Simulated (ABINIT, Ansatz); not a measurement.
An input for Ansatz 0.2.0 (BaMg2Sb2 (P-3m1)):

```yaml
crystal:
  lattice:
    - [4.77, 0.0, 0.0]
    - [-2.385, 4.1309411761, 0.0]
    - [0.0, 0.0, 8.1]
  atoms:
    - { symbol: Ba, position: [0.0, 0.0, 0.0] }
    - { symbol: Mg, position: [0.3333333333, 0.6666666667, 0.6247] }
    - { symbol: Mg, position: [0.6666666667, 0.3333333333, 0.3753] }
    - { symbol: Sb, position: [0.3333333333, 0.6666666667, 0.268] }
    - { symbol: Sb, position: [0.6666666667, 0.3333333333, 0.732] }
kpoints:
  mp_grid: { grid: [6, 6, 4] }
hamiltonian:
  xc: lda
scf:
  occupations: { method: fixed }
dielectric: {}
```

```sh
ansatz run input.yaml --threads 4 --pin off --max-ram 7372MiB --backend cpu --events-out ev --progress --plain --runs-dir out
```

How long will it take on 4 threads of Intel Xeon Platinum 8375C at 2.90GHz (Ice Lake), shared host, and how much memory?

It took 79 s; on shared hardware allow 39 s to 2.6 min. Peak host memory was 2.1 GiB.

[Paths, hosts, dates, memory and timing lines, banners, echoed tables and standing remarks are left out of the program output.]

[Logs are printed without paths, hosts, clocks, repeated set-up lines and the standing remarks that a program may print on its own settings, such as how far it seeks lower states.]

[Runs of the session that timed out or met a known fault of the program may be left out.]

[Hosts, paths, dates, database ids (printed as entryN), source tags and the programs' standing remarks are cut or masked in the printed files.]

[G0W0 gaps are taken among the corrected bands and points alone; a level outside them can change the order at an edge.]

[Where Ansatz stands beside ABINIT at settings called matched, ABINIT's density can come from a denser mesh and the files from another edition; pairs whose starting gaps differed by over 0.03 eV were left out, so agreement reads better than it is.]
